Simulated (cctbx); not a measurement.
# Diagnosing a refinement

Cell a = 4.3900 Å, b = 4.3900 Å, c = 10.5140 Å, α = 90.00°, β = 90.00°, γ = 90.00°; space group P4/nmm (no. 129, origin choice 1).

The data are simulated with cctbx, not measured: Mo Kα, λ = 0.71073 Å, to d = 0.7 Å, 70 % of the full sphere, strongest reflection 40000 counts, noise from counting, a 2 % proportional error and a noise floor of 2 counts (s.d.); no absorption.

An anisotropic refinement with weights 1/σ² prints:

```text
Rint 0.022, 224 unique reflections to 0.70 A
cycle     R1     wR2    GooF  max shift (A)
   1  0.0880  0.2121  11.522   0.00187
   2  0.0461  0.1201   6.525   0.00002
final R1 0.0461 wR2 0.1201 GooF 6.524  parameters 13  data/parameter 17.2
atom        x        y        z      Ueq    occ   su(xyz)  su(Uiso or U11)
Ir1    0.50000  0.00000  0.37156   0.0262  1.000  0.00014  0.0005
Dy1    0.50000  0.00000  0.74345   0.0221  1.000  0.00014  0.0006
Mo1    0.50000  0.50000  0.00000   0.0182  1.000  0.00000  0.0008
Ge1    0.50000  0.00000  0.13305   0.0219  1.000  0.00031  0.0011
Ge2    0.50000  0.50000  0.50000   0.0282  1.000  0.00000  0.0012
difference map: max 6.57 min -1.34 rms 0.67
Q1    0.0000  0.0000  0.0000    2    6.63  0.00 A from Mo1
Q2    0.0000  0.0000  0.5000    2    1.37  0.00 A from Ge2
Q3    0.0000  0.0000  0.2051    4    1.28  2.16 A from Mo1
Q4    0.0000  0.5000  0.1917    2    1.08  0.68 A from Dy1
Q5    0.0000  0.5000  0.7361    2    1.04  1.13 A from Ir1
Q6    0.0697  0.4303  0.7944    8    1.02  0.88 A from Ge1
```

Q: Accept it or mend it, and why?

Mend it. The fault: wrong element: Mo1 is Sn. Against the right model at the same level, R1 goes from 0.0084 to 0.0461 and GooF from 0.94 to 6.52, U of Mo1 shrinks from 0.0278 to 0.0182 Å² and the top difference peak, 6.6 e/Å³, lies on Mo1. Mo1 has 8 electrons too few and its U shrinks to make up, as expected.

The compound is DySnGe2Ir. The right model at the same level gives:

```text
Rint 0.022, 224 unique reflections to 0.70 A
cycle     R1     wR2    GooF  max shift (A)
   1  0.0234  0.0607   3.296   0.00068
   2  0.0084  0.0174   0.944   0.00000
final R1 0.0084 wR2 0.0174 GooF 0.944  parameters 13  data/parameter 17.2
atom        x        y        z      Ueq    occ   su(xyz)  su(Uiso or U11)
Ir1    0.50000  0.00000  0.37170   0.0254  1.000  0.00002  0.0001
Dy1    0.50000  0.00000  0.74349   0.0215  1.000  0.00002  0.0001
Sn1    0.50000  0.50000  0.00000   0.0278  1.000  0.00000  0.0001
Ge1    0.50000  0.00000  0.13327   0.0217  1.000  0.00005  0.0002
Ge2    0.50000  0.50000  0.50000   0.0260  1.000  0.00000  0.0002
difference map: max 0.47 min -0.58 rms 0.11
Q1    0.0000  0.5000  0.9428    2    0.48  0.80 A from Ge1
Q2    0.0000  0.0000  0.2962    4    0.44  2.14 A from Ge2
Q3    0.0914  0.4086  0.8257    8    0.41  0.71 A from Ge1
Q4    0.0000  0.5000  0.1925    2    0.40  0.67 A from Dy1
Q5    0.0000  0.1222  0.3562    8    0.35  1.60 A from Ge2
Q6    0.2235  0.2765  0.1751    8    0.33  1.63 A from Dy1
```

The model is made up (kin elements in a known structure type, no relaxation), so it says nothing on whether the phase exists.

[Middle refinement cycles are left out of these outputs.]

[Logs are printed without paths, hosts, clocks, repeated set-up lines and the standing remarks that a program may print on its own settings, such as how far it seeks lower states.]
